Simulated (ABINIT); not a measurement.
# AlBiS3 (Pm-3m): from the cell to the phonon bands, part 5 of 6

How does AlBiS3 (Pm-3m) vibrate, and is this structure a minimum?

ABINIT 10.8.3; DFT PBEsol, scalar-relativistic, plane waves, PseudoDojo norm-conserving pseudopotentials.

So far. Step 7 (Modes with the sum rule): The rule also moves an optical mode by 0.3 cm⁻¹. Step 9 (Linear response at Γ): The acoustic modes at Γ come out as far as 2.1 cm⁻¹ from zero, where they should vanish, a small numerical error. The lowest optical mode is imaginary, 131i cm⁻¹, an instability at this level and on this k mesh. The relaxed cell has a = 4.613 Å (conventional setting).

The structure was built from a prototype and need not be the compound's stable phase.

### Step 10. Phonons on a q mesh

Linear response treats each wavevector in the unit cell, with no supercell; the 2×2×2 mesh fixes the range of the force constants to be had.

The input, dfpt_q.abi:

```
ndtset 3

# wavevectors
qpt1 0.5 0.0 0.0
qpt2 0.5 0.5 0.0
qpt3 0.5 0.5 0.5

# displacements
getwfk_filepath "gso_WFK"
getwfq_filepath "gso_WFK"
kptopt 3
nqpt 1
rfphon 1
rfatpol 1 5
rfdir 1 1 1
tolvrs 1.0d-10
prtwf 0

# basis, mesh and filling
ecut 29.0
ngkpt 4 4 4
nshiftk 1
shiftk 0.0 0.0 0.0
istwfk *1
occopt 3
tsmear 0.01
nband 26
nstep 100
diemac 1000000.0
prtebands 0
prtgsr 0
useylm 1

# cell and atoms
acell 3*1.0 Angstrom
rprim 
    4.612664403 0.0 0.0
    0.0 4.612664403 0.0
    0.0 0.0 4.612664403
ntypat 3
znucl 83 13 16
natom 5
typat 1 2 3 3 3
xred 
    0.0 0.0 0.0
    0.5 0.5 0.5
    0.5 0.5 0.0
    0.5 0.0 0.5
    0.0 0.5 0.5
pp_dirpath "./pseudo"
pseudos "Bi.upf, Al.upf, S.upf"
```

Command:

```sh
$ OMP_NUM_THREADS=1 mpirun -n 4 abinit dfpt_q.abi > dfpt_q.log
```

Numbers of over 12 decimals in the logs are rounded to 6 here.

dfpt_q.abo, the main output file:

```text
[banners, grids, parts of the stress and lines that vanish by symmetry left out]
- input  file    -> dfpt_q.abi
- output file    -> dfpt_q.abo
- root for input  files -> dfpt_qi
[...]
DATASET    1 : space group Pm -3 m (#221); Bravais cP (primitive cubic)
[...]
nfft =       91125          nkpt =          64
[...]
DATASET    2 : space group Pm -3 m (#221); Bravais cP (primitive cubic)
[...]
nfft =       91125          nkpt =          64
[...]
DATASET    3 : space group Pm -3 m (#221); Bravais cP (primitive cubic)
[...]
nfft =       91125          nkpt =          64
[...]
== DATASET  1 ==================================================================
[...]
cutoff_energies: {ecut:  29.0, pawecutdg:  -1.0, }
[...]
Perturbation : displacement of atom   1   along direction   1
[...]
-ETOT  1   13.237652799303     -1.880E+04 2.777E+01 1.196E+05
 ETOT  2   4.113173     -9.124E+00 3.621E-01 2.915E+04
 ETOT  3   1.458054     -2.655E+00 3.308E-01 3.857E+03
 ETOT  4   1.154020     -3.040E-01 7.315E-02 9.685E+01
 ETOT  5   1.146435     -7.584E-03 9.056E-02 5.205E+00
[...]
At SCF step   14       vres2   =  1.15E-11 < tolvrs=  1.00E-10 =>converged.
[...]
Perturbation : displacement of atom   1   along direction   2
[...]
-ETOT  1   2.143376     -1.844E+04 2.773E+01 8.744E+02
[...]
At SCF step   12       vres2   =  1.32E-12 < tolvrs=  1.00E-10 =>converged.
[...]
Perturbation : displacement of atom   2   along direction   1
[...]
-ETOT  1   9.592995     -6.197E+01 1.334E+00 6.671E+03
[...]
At SCF step   12       vres2   =  6.75E-11 < tolvrs=  1.00E-10 =>converged.
[...]
Perturbation : displacement of atom   2   along direction   2
[...]
-ETOT  1   8.456820     -4.810E+01 1.289E+00 4.940E+03
[...]
At SCF step   11       vres2   =  4.18E-11 < tolvrs=  1.00E-10 =>converged.
[...]
Perturbation : displacement of atom   3   along direction   1
[...]
-ETOT  1   1.839927     -5.935E+02 4.121E+00 2.715E+04
[...]
Perturbation : displacement of atom   3   along direction   2
[...]
-ETOT  1  0.113036     -5.352E+02 3.888E+00 1.150E+03
[...]
Perturbation : displacement of atom   3   along direction   3
[...]
-ETOT  1   15.438377216891     -5.592E+02 4.417E+00 7.117E+03
[...]
Perturbation : displacement of atom   5   along direction   1
[...]
-ETOT  1   22.010616046117     -6.127E+02 5.769E+00 9.756E+04
[...]
Perturbation : displacement of atom   5   along direction   2
[...]
-ETOT  1  0.379936     -5.350E+02 4.424E+00 1.318E+03
[...]
Phonon wavevector (reduced coordinates) :  0.50000  0.00000  0.00000
 Phonon energies in Hartree :
[...]
Phonon frequencies in cm-1    :
- -1.353167E+02 -1.018498E+02 -1.018498E+02 -9.636782E+01 -9.636782E+01
-  4.304491E+01  5.970848E+01  5.970848E+01  6.676649E+01  1.231527E+02
-  1.231527E+02  3.307217E+02  3.773623E+02  4.565940E+02  4.565940E+02
[...]
== DATASET  2 ==================================================================
[...]
cutoff_energies: {ecut:  29.0, pawecutdg:  -1.0, }
[...]
Perturbation : displacement of atom   1   along direction   1
[...]
-ETOT  1   5.172958     -1.863E+04 2.774E+01 1.640E+04
[...]
Perturbation : displacement of atom   1   along direction   3
[...]
-ETOT  1   3.083973     -1.843E+04 2.776E+01 1.367E+03
[...]
Perturbation : displacement of atom   2   along direction   1
[...]
-ETOT  1   10.204383378749     -5.412E+01 7.681E+00 7.492E+03
[...]
Perturbation : displacement of atom   2   along direction   3
[...]
-ETOT  1   8.573058     -4.746E+01 7.707E-01 4.179E+03
[...]
Perturbation : displacement of atom   3   along direction   1
[...]
-ETOT  1  0.163825     -5.662E+02 2.250E+01 4.953E+03
[...]
Perturbation : displacement of atom   3   along direction   3
[...]
-ETOT  1   16.061925049640     -5.565E+02 4.389E+00 7.048E+03
[...]
Perturbation : displacement of atom   4   along direction   1
[...]
-ETOT  1  0.235871     -5.662E+02 4.489E+00 5.271E+03
[...]
Perturbation : displacement of atom   4   along direction   2
[...]
-ETOT  1   17.838787545215     -5.879E+02 4.724E+00 2.931E+04
[...]
Perturbation : displacement of atom   4   along direction   3
[...]
-ETOT  1  0.514301     -5.327E+02 9.416E+00 1.032E+03
[...]
Phonon wavevector (reduced coordinates) :  0.50000  0.50000  0.00000
 Phonon energies in Hartree :
[...]
Phonon frequencies in cm-1    :
- -2.108293E+02 -1.304249E+02 -1.304249E+02 -4.718076E+01 -4.718076E+01
- -3.569216E+01  6.576622E+01  6.576622E+01  1.506031E+02  1.546953E+02
-  3.213923E+02  3.357874E+02  3.357874E+02  4.114299E+02  4.566741E+02
[...]
== DATASET  3 ==================================================================
[...]
cutoff_energies: {ecut:  29.0, pawecutdg:  -1.0, }
[...]
Perturbation : displacement of atom   1   along direction   1
[...]
-ETOT  1   1.437305     -1.857E+04 2.770E+01 6.703E+02
[...]
Perturbation : displacement of atom   2   along direction   1
[...]
-ETOT  1   10.278569294886     -5.128E+01 2.967E+00 3.793E+03
[...]
Perturbation : displacement of atom   3   along direction   1
[...]
-ETOT  1 -8.50096234794222E-02 -5.554E+02 4.150E+00 2.530E+03
[...]
At SCF step   11       vres2   =  4.14E-11 < tolvrs=  1.00E-10 =>converged.
[...]
Perturbation : displacement of atom   3   along direction   3
[...]
-ETOT  1   16.357758075196     -5.783E+02 4.635E+00 1.635E+04
[...]
ETOT 11   12.229931456170     -1.728E-11 5.215E-06 1.957E-10
 ETOT 12   12.229931456182      1.262E-11 3.068E-06 1.950E-11
 At SCF step   12       vres2   =  1.95E-11 < tolvrs=  1.00E-10 =>converged.
[...]
Phonon wavevector (reduced coordinates) :  0.50000  0.50000  0.50000
 Phonon energies in Hartree :
[...]
Phonon frequencies in cm-1    :
- -1.936613E+02 -1.936613E+02 -1.936613E+02 -8.576542E+01 -8.576542E+01
- -8.576542E+01  1.396676E+02  1.396676E+02  1.396676E+02  3.209016E+02
-  3.209016E+02  3.452551E+02  3.452551E+02  3.452551E+02  4.381497E+02
[...]
strten2     0.0000000000E+00  0.0000000000E+00  0.0000000000E+00
           strten3     0.0000000000E+00  0.0000000000E+00  0.0000000000E+00
================================================================================
```

The job ended after 27 min (4 MPI ranks of Arm Neoverse V1, shared host).

Read from the output:

```
lowest mode on the q mesh (acoustic ones at the zone centre apart) : -210.8 cm⁻¹
```

Frequencies (cm⁻¹) before the sum rule at the irreducible wavevectors but Γ, which is solved apart; negative means imaginary. Frequencies by wavevector:

```
q (fractions)  star  mode 1  mode 2  mode 3  mode 4  mode 13  mode 14  mode 15
      0.5 0 0     3  -135.3  -101.8  -101.8  -96.37    377.4    456.6    456.6
    0.5 0.5 0     3  -210.8  -130.4  -130.4  -47.18    335.8    411.4    456.7
  0.5 0.5 0.5     1  -193.7  -193.7  -193.7  -85.77    345.3    345.3    438.1
```

### Step 11. Dispersion

anaddb transforms the dynamical matrices to force constants and back along the path; points of the mesh come back as solved, but for the sum rule and, in polar crystals, the LO-TO term at Γ; the rest is interpolation.

The input, anaddb.abi:

```
ddb_filepath "all_DDB"
output_file "anaddb.abo"
outdata_prefix "anaddb"
ifcflag 1
ngqpt 2 2 2
nqshft 1
q1shft 0.0 0.0 0.0
asr 1
chneut 0
dipdip 0
dipquad 0
quadquad 0
enunit 0
eivec 0
nph1l 62
qph1l 
    0.0 0.0 0.0 1.0
    0.0 0.05 0.0 1.0
    0.0 0.1 0.0 1.0
    0.0 0.15 0.0 1.0
    0.0 0.2 0.0 1.0
    0.0 0.25 0.0 1.0
    0.0 0.3 0.0 1.0
    0.0 0.35 0.0 1.0
    0.0 0.4 0.0 1.0
    0.0 0.45 0.0 1.0
    0.0 0.5 0.0 1.0
    0.05 0.5 0.0 1.0
    0.1 0.5 0.0 1.0
    0.15 0.5 0.0 1.0
    0.2 0.5 0.0 1.0
    0.25 0.5 0.0 1.0
    0.3 0.5 0.0 1.0
    0.35 0.5 0.0 1.0
    0.4 0.5 0.0 1.0
    0.45 0.5 0.0 1.0
    0.5 0.5 0.0 1.0
    0.45 0.45 0.0 1.0
    0.4 0.4 0.0 1.0
    0.35 0.35 0.0 1.0
    0.3 0.3 0.0 1.0
    0.25 0.25 0.0 1.0
    0.2 0.2 0.0 1.0
    0.15 0.15 0.0 1.0
    0.1 0.1 0.0 1.0
    0.05 0.05 0.0 1.0
    0.0 0.0 0.0 1.0
    0.05 0.05 0.05 1.0
    0.1 0.1 0.1 1.0
    0.15 0.15 0.15 1.0
    0.2 0.2 0.2 1.0
    0.25 0.25 0.25 1.0
    0.3 0.3 0.3 1.0
    0.35 0.35 0.35 1.0
    0.4 0.4 0.4 1.0
    0.45 0.45 0.45 1.0
    0.5 0.5 0.5 1.0
    0.45 0.5 0.45 1.0
    0.4 0.5 0.4 1.0
    0.35 0.5 0.35 1.0
    0.3 0.5 0.3 1.0
    0.25 0.5 0.25 1.0
    0.2 0.5 0.2 1.0
    0.15 0.5 0.15 1.0
    0.1 0.5 0.1 1.0
    0.05 0.5 0.05 1.0
    0.0 0.5 0.0 1.0
    0.5 0.5 0.5 1.0
    0.5 0.5 0.45 1.0
    0.5 0.5 0.4 1.0
    0.5 0.5 0.35 1.0
    0.5 0.5 0.3 1.0
    0.5 0.5 0.25 1.0
    0.5 0.5 0.2 1.0
    0.5 0.5 0.15 1.0
    0.5 0.5 0.1 1.0
    0.5 0.5 0.05 1.0
    0.5 0.5 0.0 1.0
```

The input, mrgddb.in:

```
all_DDB
merged
4
dfpt_gammao_DDB
dfpt_qo_DS1_DDB
dfpt_qo_DS2_DDB
dfpt_qo_DS3_DDB
```

Command:

```sh
$ mrgddb < mrgddb.in > mrgddb.log
$ OMP_NUM_THREADS=1 anaddb anaddb.abi > anaddb.log
```

anaddb.abo, the main output file:

```text
[banners, grids, parts of the stress and lines that vanish by symmetry left out]
-outvars_anaddb: echo values of input variables ----------------------

 Flags :
[...]
Phonon wavevector (reduced coordinates) :  0.00000  0.00000  0.00000
 Phonon energies in Hartree :
[...]
Phonon frequencies in cm-1    :
- -1.315216E+02 -1.315216E+02 -1.315216E+02 -1.023076E+02 -1.023076E+02
- -1.023076E+02 -4.522503E-03 -4.498093E-03 -4.424042E-03  1.038403E+02
-  1.038403E+02  1.038403E+02  4.586778E+02  4.586778E+02  4.586778E+02
[...]
Phonon wavevector (reduced coordinates) :  0.00000  0.05000  0.00000
 Phonon energies in Hartree :
[...]
Phonon frequencies in cm-1    :
- -1.310278E+02 -1.310278E+02 -1.298583E+02 -1.032428E+02 -1.018511E+02
- -1.018511E+02  8.592169E+00  8.592169E+00  1.857776E+01  1.042932E+02
-  1.042932E+02  1.102648E+02  4.577738E+02  4.586288E+02  4.586288E+02
[...]
Phonon wavevector (reduced coordinates) :  0.00000  0.10000  0.00000
 Phonon energies in Hartree :
[...]
Phonon frequencies in cm-1    :
- -1.295741E+02 -1.295741E+02 -1.249284E+02 -1.059099E+02 -1.005536E+02
- -1.005536E+02  1.701057E+01  1.701057E+01  3.364506E+01  1.056174E+02
-  1.056174E+02  1.282721E+02  4.550487E+02  4.584861E+02  4.584861E+02
[...]
Phonon wavevector (reduced coordinates) :  0.00000  0.15000  0.00000
 Phonon energies in Hartree :
[...]
Phonon frequencies in cm-1    :
- -1.272401E+02 -1.272401E+02 -1.168706E+02 -1.099353E+02 -9.863302E+01
- -9.863302E+01  2.511260E+01  2.511260E+01  4.489286E+01  1.077062E+02
-  1.077062E+02  1.541737E+02  4.504660E+02  4.582625E+02  4.582625E+02
[...]
Phonon wavevector (reduced coordinates) :  0.00000  0.20000  0.00000
 Phonon energies in Hartree :
[...]
Phonon frequencies in cm-1    :
- -1.241479E+02 -1.241479E+02 -1.148068E+02 -1.058271E+02 -9.644556E+01
- -9.644556E+01  3.279066E+01  3.279066E+01  5.354422E+01  1.103758E+02
[...]
Phonon wavevector (reduced coordinates) :  0.00000  0.25000  0.00000
 Phonon energies in Hartree :
[...]
Phonon frequencies in cm-1    :
[...]
Phonon wavevector (reduced coordinates) :  0.00000  0.30000  0.00000
 Phonon energies in Hartree :
[...]
Phonon frequencies in cm-1    :
[...]
Phonon wavevector (reduced coordinates) :  0.00000  0.35000  0.00000
 Phonon energies in Hartree :
[...]
Phonon frequencies in cm-1    :
[...]
Phonon wavevector (reduced coordinates) :  0.00000  0.40000  0.00000
 Phonon energies in Hartree :
[...]
Phonon frequencies in cm-1    :
[...]
Phonon wavevector (reduced coordinates) :  0.00000  0.45000  0.00000
 Phonon energies in Hartree :
[...]
Phonon frequencies in cm-1    :
[...]
Phonon wavevector (reduced coordinates) :  0.00000  0.50000  0.00000
 Phonon energies in Hartree :
[...]
Phonon frequencies in cm-1    :
[...]
Phonon wavevector (reduced coordinates) :  0.05000  0.50000  0.00000
 Phonon energies in Hartree :
[...]
Phonon frequencies in cm-1    :
[...]
Phonon wavevector (reduced coordinates) :  0.10000  0.50000  0.00000
 Phonon energies in Hartree :
[...]
Phonon frequencies in cm-1    :
[...]
Phonon wavevector (reduced coordinates) :  0.15000  0.50000  0.00000
 Phonon energies in Hartree :
[...]
Phonon frequencies in cm-1    :
[...]
Phonon wavevector (reduced coordinates) :  0.25000  0.25000  0.25000
 Phonon energies in Hartree :
[...]
Phonon frequencies in cm-1    :
[...]
-  2.101203E+02  2.454110E+02  4.216962E+02  4.216962E+02  4.567632E+02
  Phonon wavevector (reduced coordinates) :  0.30000  0.30000  0.30000
 Phonon energies in Hartree :
[...]
Phonon frequencies in cm-1    :
- -1.738547E+02 -1.638673E+02 -1.638673E+02 -8.073653E+01 -8.073653E+01
- -5.629476E+01  1.181354E+02  1.185498E+02  1.185498E+02  2.378646E+02
-  2.378646E+02  2.769425E+02  4.068194E+02  4.068194E+02  4.538847E+02
  Phonon wavevector (reduced coordinates) :  0.35000  0.35000  0.35000
 Phonon energies in Hartree :
[...]
Phonon frequencies in cm-1    :
- -1.830003E+02 -1.757890E+02 -1.757890E+02 -8.184505E+01 -8.184505E+01
- -6.795752E+01  1.284885E+02  1.284885E+02  1.297254E+02  2.639440E+02
[...]
Phonon wavevector (reduced coordinates) :  0.40000  0.40000  0.40000
 Phonon energies in Hartree :
[...]
Phonon frequencies in cm-1    :
[...]
Phonon wavevector (reduced coordinates) :  0.45000  0.45000  0.45000
 Phonon energies in Hartree :
[...]
Phonon frequencies in cm-1    :
[...]
Phonon wavevector (reduced coordinates) :  0.50000  0.50000  0.50000
 Phonon energies in Hartree :
[...]
Phonon frequencies in cm-1    :
[...]
Phonon wavevector (reduced coordinates) :  0.50000  0.50000  0.05000
 Phonon energies in Hartree :
[...]
Phonon frequencies in cm-1    :
[...]
Phonon wavevector (reduced coordinates) :  0.50000  0.50000  0.00000
 Phonon energies in Hartree :
[...]
Phonon frequencies in cm-1    :
[...]
- -3.578837E+01  6.570544E+01  6.570544E+01  1.506243E+02  1.546598E+02
-  3.214297E+02  3.357816E+02  3.357816E+02  4.114591E+02  4.566892E+02
-
```

Elapsed: 0.53 s, on 1 thread.

Read from the output:

- lowest frequency on the path: -210.9 cm⁻¹

Anaddb. Phonon branches along the path, in cm⁻¹:

```
    point  branch 1  branch 2  branch 3  branch 4  branch 12  branch 13  branch 14  branch 15
        Γ      -132      -132      -132      -102        104        459        459        459
  halfway      -120      -120      -120       -94        215        436        458        458
        X      -135      -102      -102       -96        331        377        457        457
  halfway      -183      -118      -116       -87        333        368        440        457
        M      -211      -130      -130       -47        336        336        412        457
  halfway      -163      -119      -108      -105        231        422        446        457
        Γ      -132      -132      -132      -102        104        459        459        459
  halfway      -162      -151      -151       -81        245        422        422        457
        R      -194      -194      -194       -86        345        345        345        438
  halfway      -182      -166      -147       -82        337        362        421        454
        X      -135      -102      -102       -96        331        377        457        457
jump to R      -194      -194      -194       -86        345        345        345        438
  halfway      -202      -168      -168       -82        340        340        391        450
        M      -211      -130      -130       -47        336        336        412        457
```

The path dips to 211i cm⁻¹.

(Part 5 of 6 ends here.)

[Host names and launcher messages were left out of these logs when they were recorded.]

[Logs are printed without paths, hosts, clocks, repeated set-up lines and the standing remarks that a program may print on its own settings, such as how far it seeks lower states.]

[Hosts, paths, dates, database ids (printed as entryN), source tags and the programs' standing remarks are cut or masked in the printed files.]
